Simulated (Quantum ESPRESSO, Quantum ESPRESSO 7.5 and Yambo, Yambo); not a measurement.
**Al2O3 (Corundum): G0W0 on several meshes in Yambo**

How does the mesh move the gap of Al2O3 (Corundum)?

Main program and level: Quantum ESPRESSO 7.5 and Yambo 5.3.0; PBE and many-body steps on it, plane waves.

## (1) The structure

Symmetry: R-3c, No. 167, trigonal system. Conventional cell: a = 4.760 Å, b = 4.760 Å, c = 12.996 Å, α = 90.00°, β = 90.00°, γ = 120.00°. Al has 6 O at 1.85 to 1.97 Å nearest. Nearest to O lie 4 Al at 1.85 to 1.97 Å. Farther neighbours and most contacts between anions are not listed.

The cell and positions come from the Crystallography Open Database and are kept as given unless a step says otherwise.

## (2) Empty states on the mesh, 4×4×4 mesh, 378 bands

This step: Quantum ESPRESSO 7.5; DFT, PBE, plane waves, norm-conserving pseudopotentials.

The sums over transitions need many empty states on a uniform mesh; this step solves for them.

File pw.in:

```
&control
  calculation = 'nscf'
  prefix = 'x'
  outdir = 'o'
  pseudo_dir = 'pseudo'
/
&system
  ibrav = 0
  nat = 10
  ntyp = 2
  ecutwfc = 72.0
  nbnd = 378
  force_symmorphic = .true.
/
&electrons
  conv_thr = 1e-9
  electron_maxstep = 80
  diago_full_acc = .true.
  diago_thr_init = 5e-6
/
ATOMIC_SPECIES
  Al 26.982 Al.upf
  O 15.999 O.upf
CELL_PARAMETERS angstrom
  2.3802500000 1.3742379782 4.3318666667
  -2.3802500000 1.3742379782 4.3318666667
  -0.0000000000 -2.7484759565 4.3318666667
ATOMIC_POSITIONS crystal
  Al 0.3521600000 0.3521600000 0.3521600000
  Al 0.1478400000 0.1478400000 0.1478400000
  Al 0.6478400000 0.6478400000 0.6478400000
  Al 0.8521600000 0.8521600000 0.8521600000
  O 0.5566800000 0.9433200000 0.2500000000
  O 0.2500000000 0.5566800000 0.9433200000
  O 0.9433200000 0.2500000000 0.5566800000
  O 0.4433200000 0.0566800000 0.7500000000
  O 0.7500000000 0.4433200000 0.0566800000
  O 0.0566800000 0.7500000000 0.4433200000
K_POINTS automatic
  4 4 4 0 0 0
```

Launch:

```bash
> OMP_NUM_THREADS=1 mpirun -n 4 pw.x -nk 4 -in pw.in > pw.out
```

Log:

```text
Program PWSCF v.7.5 starts

     This program is part of the open-source Quantum ESPRESSO suite
     for quantum simulation of materials; please cite
         "P. Giannozzi et al., J. Phys.:Condens. Matter 21 395502 (2009);
         "P. Giannozzi et al., J. Phys.:Condens. Matter 29 465901 (2017);
         "P. Giannozzi et al., J. Chem. Phys. 152 154105 (2020);
     in publications or presentations arising from this work. More details at

     Atomic positions and unit cell read from directory:
     o/x.save/

     Message from routine setup:
[...]
k = 0.0000 0.6222-0.1974 (  5936 PWs)   bands (ev):

[...]
42.9313  42.9313  43.3330  43.3330  44.7271  44.7271  45.6981  45.6981
     [... 36 further rows ...]
   142.8243 142.8243 143.2827 143.2827 144.3824 144.3824 144.6021 144.6021
   145.3058 145.3058

          k =-0.2694-0.1555 0.1974 (  5916 PWs)   bands (ev):

     [... further k-points ...]

     highest occupied, lowest unoccupied level (ev):     7.7188   13.9851

     XML data file, pseudopotentials, collected wavefunctions

=------------------------------------------------------------------------------=
   JOB DONE.
=------------------------------------------------------------------------------=
```

Run time: 3.1 min. Hardware: 4 MPI ranks of Arm Neoverse V1, shared host; peak memory 1.1 GiB.

Numbers from this step:

* gap: 6.266 eV
* k of the valence top: 0, 0, 0
* k of the conduction bottom: 0, 0, 0
* least direct gap: 6.266 eV
* k points computed: 14
* lowest point of the top converged band, above the valence top: 137.0693 eV

On this mesh the gap is 6.266 eV.

The density comes from a self-consistent run that is not shown.

## (3) Conversion and set-up

This step: Yambo 5.3.0; conversion and set-up on PBE, plane waves, norm-conserving pseudopotentials.

The states are converted to the many-body program's format and the q mesh is built.

Launch:

```bash
> (cd o/x.save; p2y > p2y.log; mv SAVE ../..); yambo > setup.log
```

Log:

```text
 Yambo, version 5.3.0

 [02] CORE Variables Setup
 =========================

  [02.01] Unit cells
  ==================

  Cell kind             :  Unknown
  Atoms in the cell     :  Al  O
  number of Al atoms    :   4
  number of O  atoms    :   6

  List of atomic masses
  Mass of Al    :  26.98200
  Mass of O     :  15.99900

  List of atomic coordinates    : [cc]
  Al1       :  0.35418E-16 -0.66549E-10   8.6484      order 1
  Al2       : -0.25722E-16 -0.27938E-10   3.6307      order 2
  Al3       :  0.25306E-15 -0.12242E-09   15.910      order 3
[...]
Q [ 1]         [rlu]:  0.000000  0.000000  0.000000
 Q [ 2]         [rlu]: -0.13482E-16 -0.27360E-16  0.25000
 Q [ 3]         [rlu]:  0.26965E-16  0.54720E-16 -0.50000
[...]
Q [ 8]         [rlu]:  0.250000  0.250000  0.250000
 Q [ 9]         [rlu]:  0.250000  0.250000  0.500000
 Q [10]         [rlu]:  0.250000  0.250000 -0.250000
 Q [11]         [rlu]:  0.250000  0.500000  0.500000
 Q [12]         [rlu]:  0.250000  0.500000  0.750000
 Q [13]         [rlu]: -0.500000 -0.500000 -0.500000
 Q [14]         [rlu]: -0.25000      0.44742E-17 -0.50000

  [03.01] X indexes
  =================

   [03.01.01] Sigma indexes
   ========================

 [06] Game Over & Game summary
```

Elapsed: 3 s, on 1 MPI rank; peak memory 0.25 GiB.

## (4) 4×4×4

Now the one-shot GW correction: screening in the RPA, then the self-energy of the levels asked for.

This step: G0W0 on PBE, plane waves, norm-conserving pseudopotentials.

File gw2.in:

```
HF_and_locXC
gw0
dyson
ppa
em1d
rim_cut
RandQpts= 1000000
RandGvec= 1 RL
EXXRLvcs= 72 Ry
VXCRLvcs= 288 Ry
Chimod= "HARTREE"
% BndsRnXp
 1 | 168 |
%
NGsBlkXp= 10 Ry
% LongDrXp
 1 | 1 | 1 |
%
% GbndRnge
 1 | 168 |
%
DysSolver= "n"
ExtendOut
PPAPntXp= 27.21138 eV
% QPkrange
 1 | 1 | 23 | 26 |
%
```

Launch:

```bash
> OMP_NUM_THREADS=1 mpirun -n 4 yambo -F gw2.in -J gw2 -C gw2 > gw2.log
```

Log:

```text
 Yambo, version 5.3.0

 [02] CORE Variables Setup
 =========================

  [... cell, symmetries and grids as in the set-up ...]

  [02.05] Energies & Occupations
  ==============================

  [X] === General ===
  [X] Electronic Temperature                        :  0.000000  0.000000 [eV K]
  [X] Bosonic    Temperature                        :  0.000000  0.000000 [eV K]
  [X] Finite Temperature mode                       : no
  [X] El. density                                   :  0.56459E+24 [cm-3]
  [X] Fermi Level                                   :  7.718765 [eV]

  [X] === Gaps and Widths ===
  [X] Conduction Band Min                           :  6.266285 [eV]
  [X] Valence Band Max                              :  0.000000 [eV]
  [X] Filled Bands                                  :  24
  [X] Empty Bands                                   :    25   378
  [X] Direct Gap                                    :  6.266285 [eV]
  [X] Direct Gap localized at k                     :  1
  [X] Indirect Gap                                  :  6.266285 [eV]
  [X] Indirect Gap between kpts                     :  1  1
  [X] Last valence band width                       :  0.549059 [eV]
  [X] 1st conduction band width                     :  3.582157 [eV]

 [03] Transferred momenta grid and indexing
 ==========================================

 IBZ Q-points                                      :  14
 BZ  Q-points                                      :   64

 K/Q-points units:
 rlu = crystal or reduced units; cc = cartesian coordinates; iku = interal k-units

 Q [ 1]         [rlu]:  0.000000  0.000000  0.000000
 Q [ 2]         [rlu]: -0.13482E-16 -0.27360E-16  0.25000
 Q [ 3]         [rlu]:  0.26965E-16  0.54720E-16 -0.50000
 Q [ 4]         [rlu]:  0.86127E-17  0.25000      0.25000
 Q [ 5]         [rlu]: -0.12880E-16  0.25000      0.50000
 Q [ 6]         [rlu]: -0.15111E-16  0.25000     -0.25000
 Q [ 7]         [rlu]:  0.11061E-15 -0.50000     -0.50000
 Q [ 8]         [rlu]:  0.250000  0.250000  0.250000
 Q [ 9]         [rlu]:  0.250000  0.250000  0.500000
 Q [10]         [rlu]:  0.250000  0.250000 -0.250000
 Q [11]         [rlu]:  0.250000  0.500000  0.500000
 Q [12]         [rlu]:  0.250000  0.500000  0.750000
 Q [13]         [rlu]: -0.500000 -0.500000 -0.500000
 Q [14]         [rlu]: -0.25000      0.44742E-17 -0.50000

 [04] Coloumb potential Random Integration (RIM)
 ===============================================

  [04.01] RIM initialization
  ==========================

  * Diagonal components only detected *

  8 x (sBL volume)        :  0.054043 [a.u.]
  sBZ random points       :  1000000
  Points outside the sBZ  :   7967396
  RL volume               :  0.432347 [a.u.]
  Integrated volume       :  0.434116 [a.u.]

  [04.02] RIM integrals
  =====================

  Gamma point sphere radius             :  0.068580 [a.u.]
  Points outside the sphere             :   800626
  [Int_sBZ(q=0) 1/q^2]*(Vol_sBZ)^(-1/3) =:  7.770918
                                 should be <:  7.795600

  Summary of Coulomb integrals for non-metallic bands |Q|[au] RIM/Bare

  Q [1] 0.100000E-4 0.996834 * Q [8] 0.191887 1.041586
  Q [2] 0.211524 1.077508 * Q [4] 0.238781 1.069714
  Q [9] 0.325746 1.027742 * Q [6] 0.349219 1.032846
  Q [11] 0.378062 1.020848 * Q [13] 0.383774 1.015523
  Q [5] 0.398466 1.024401 * Q [14] 0.398466 1.024201
  Q [10] 0.408285 1.024609 * Q [3] 0.423049 1.022144
  Q [7] 0.477561 1.017329 * Q [12] 0.518880 1.013830

 [WARNING] [Xp] User bands 1-168 break level degeneracy

 [05] Dipoles
 ============

  [05.01] Setup: observables and procedures
  =========================================

  [WARNING] [x,Vnl] slows the Dipoles computation. To neglect it rename the ns.kb_pp file

 [06] Dynamic Dielectric Matrix (PPA)
 ====================================

 [WR./gw2//ndb.pp]---------------------------------------------------------------
  Brillouin Zone Q/K grids (IBZ/BZ)                :   14   64   14   64
  RL vectors                                       :   7193 [WF]
  Coulomb cutoff potential                         : none
  Electronic Temperature                           :  0.000000 [K]
  Bosonic    Temperature                           :  0.000000 [K]
  PPA    diel. fun.  energies                      : Perdew, Burke & Ernzerhof(X)+Perdew, Burke & Ernzerhof(C)
  wavefunctions                                    : Perdew, Burke & Ernzerhof(X)+Perdew, Burke & Ernzerhof(C)
  Global Gauge                                     : length
  X matrix size                                    :  309
  X band range                                     :    1  168
  X e/h energy range                               : -1.000000 -1.000000 [eV]
  X Time ordering                                  : R
  X Hxc Kernel                                     : HARTREE
  X Drude frequency                                :  0.000000  0.000000
  X poles                                          :  100.0000 [o/o]
  RL vectors in the sum                            :   7193
  [r,Vnl] included                                 : yes
  Field direction                                  :  0.577350E-5  0.577350E-5  0.577350E-5
  BZ energy Double Grid                            : no
  BZ energy DbGd points                            : 0
  BZ Q point size factor                           : -1.000000
  X Optical Averaged directions                    : none

 [07] Local Exchange-Correlation + Non-Local Fock
 ================================================

 [VXC] Plane waves :   47361
 [EXS] Plane waves :   5903

 QP @ state[ 1 ] K range:  1  1
 QP @ state[ 1 ] b range:  23  26

 [xc] Functional : Perdew, Burke & Ernzerhof(X)+Perdew, Burke & Ernzerhof(C)
 [xc] LIBXC used to calculate xc functional
  PP Number of Atomic Species                      :  2
  NLCC RL compoments                               :   47361
  PP Number of Atomic Species                      :  2
  NLCC RL compoments                               :   47361

 [xc] E_xc :  -25.09480 [Ha]
      E_xc :  -50.18961 [Ry]

  Local XC kind (lXC) : Perdew, Burke & Ernzerhof(X)+Perdew, Burke & Ernzerhof(C)
  Non-Local XC kind (nlXC) : Hartree-Fock

  Corrections @ K [1] :  [eV]
 <23|nlXC|23> = -25.96448 -0.38622E-17 <23|lXC|23> = -20.46721 -0.18882E-15
 <24|nlXC|24> = -25.83744  0.15856E-16 <24|lXC|24> = -20.39734  0.18882E-15
 <25|nlXC|25> = -8.925464  0.21022E-17 <25|lXC|25> = -13.77888  0.56645E-15
 <26|nlXC|26> = -6.122233 -0.10740E-17 <26|lXC|26> = -11.42354  0.47204E-16

 [08] Dyson equation: Newton solver
 ==================================

  [08.01] G0W0 (W PPA)
  ====================

  [  GW  ] Bands range     :    1  168
  [GW/PPA] G damping       :  0.100000 [eV]

  QP @ state[ 1 ] K range:  1  1
  QP @ state[ 1 ] b range:  23  26

   Sc/G bands                                       :    1  168
   Sc/G damping                                     :  0.100000 ev
   Sc bands terminator                              : no
   Sx RL components                                 :   5903

   QP @ state[ 1 ] K range                          :  1  1
   QP @ state[ 1 ] b range                          :  23  26
   GF energies kind                                 : Perdew, Burke & Ernzerhof(X)+Perdew, Burke & Ernzerhof(C)
   GF WF`s kind                                     : Perdew, Burke & Ernzerhof(X)+Perdew, Burke & Ernzerhof(C)
   Xs energies kind                                 : Perdew, Burke & Ernzerhof(X)+Perdew, Burke & Ernzerhof(C)
   Xs WF`s kind                                     : Perdew, Burke & Ernzerhof(X)+Perdew, Burke & Ernzerhof(C)

 [11] Game Over & Game summary
```

It took 8.5 min on 4 MPI ranks; peak memory 3.2 GiB.

This step gave:

```yaml
g0w0_gap_on_the_points_computed: 8.455 eV
starting_gap_on_the_mesh: 6.266 eV
k_of_the_valence_top: 0, 0, 0
k_of_the_conduction_bottom: 0, 0, 0
least_direct_g0w0_gap_on_the_computed_points: 8.455 eV
z_at_the_valence_top: 0.8182
z_at_the_conduction_bottom: 0.8537
```

The gap on the mesh goes from 6.27 eV to 8.45 eV, a correction of +2.19 eV.

## (5) Empty states on the mesh, 2×2×2 mesh, 168 bands

This step: Quantum ESPRESSO 7.5; DFT, PBE, plane waves, norm-conserving pseudopotentials.

pw.in, as its differences from that of step 2:

```diff
@@ -11,3 +11,3 @@
   ecutwfc = 72.0
-  nbnd = 378
+  nbnd = 168
   force_symmorphic = .true.
@@ -39,2 +39,2 @@
 K_POINTS automatic
-  4 4 4 0 0 0
+  2 2 2 0 0 0
```

Launch:

```bash
> OMP_NUM_THREADS=1 mpirun -n 4 pw.x -nk 4 -in pw.in > pw.out
```

Log:

```text
[banner, memory and clock lines left out]
Program PWSCF v.7.5 starts

     Atomic positions and unit cell read from directory:
     o/x.save/

     Message from routine setup:
     using ibrav=0 with symmetry is DISCOURAGED, use correct ibrav instead

     G-vector sticks info

     bravais-lattice index     =            0
     lattice parameter (alat)  =       9.6947  a.u.
     unit-cell volume          =     573.7299 (a.u.)^3
     number of atoms/cell      =           10
     number of atomic types    =            2
     number of electrons       =        48.00
[...]
[... 9 further rows ...]
[...]
k = 0.0000 0.6222-0.1974 (  5936 PWs)   bands (ev):

[...]
[... 9 further rows ...]
[...]
k = 0.5388 0.3111-0.3948 (  5922 PWs)   bands (ev):

[...]
[... 9 further rows ...]
    76.3689  76.4600  77.1220  77.7708  77.9169  78.1187  78.1319  79.0394
    79.2861  79.7828  79.7830  80.5577  80.6314  80.7575  81.0612  81.2650

          k = 0.0000 0.0000-0.5921 (  5908 PWs)   bands (ev):

     highest occupied, lowest unoccupied level (ev):     7.7188   13.9851

     XML data file, pseudopotentials, collected wavefunctions
```

Run time: 16 s. Hardware: 4 MPI ranks; peak memory 0.6 GiB.

Numbers from this step:

- gap: 6.266 eV
- k of the valence top: 0, 0, 0
- k of the conduction bottom: 0, 0, 0
- least direct gap: 6.266 eV
- k points computed: 4
- lowest point of the top converged band, above the valence top: 72.6228 eV

On this mesh the gap is 6.266 eV.

(Continued in part 2 of 2.)

[Paths, hosts, dates, memory and timing lines, banners, echoed tables and standing remarks are left out of the program output.]

[Logs are printed without paths, hosts, clocks, repeated set-up lines and the standing remarks that a program may print on its own settings, such as how far it seeks lower states.]

[Runs of the session that timed out or met a known fault of the program may be left out.]

[Hosts, paths, dates, database ids (printed as entryN), source tags and the programs' standing remarks are cut or masked in the printed files.]
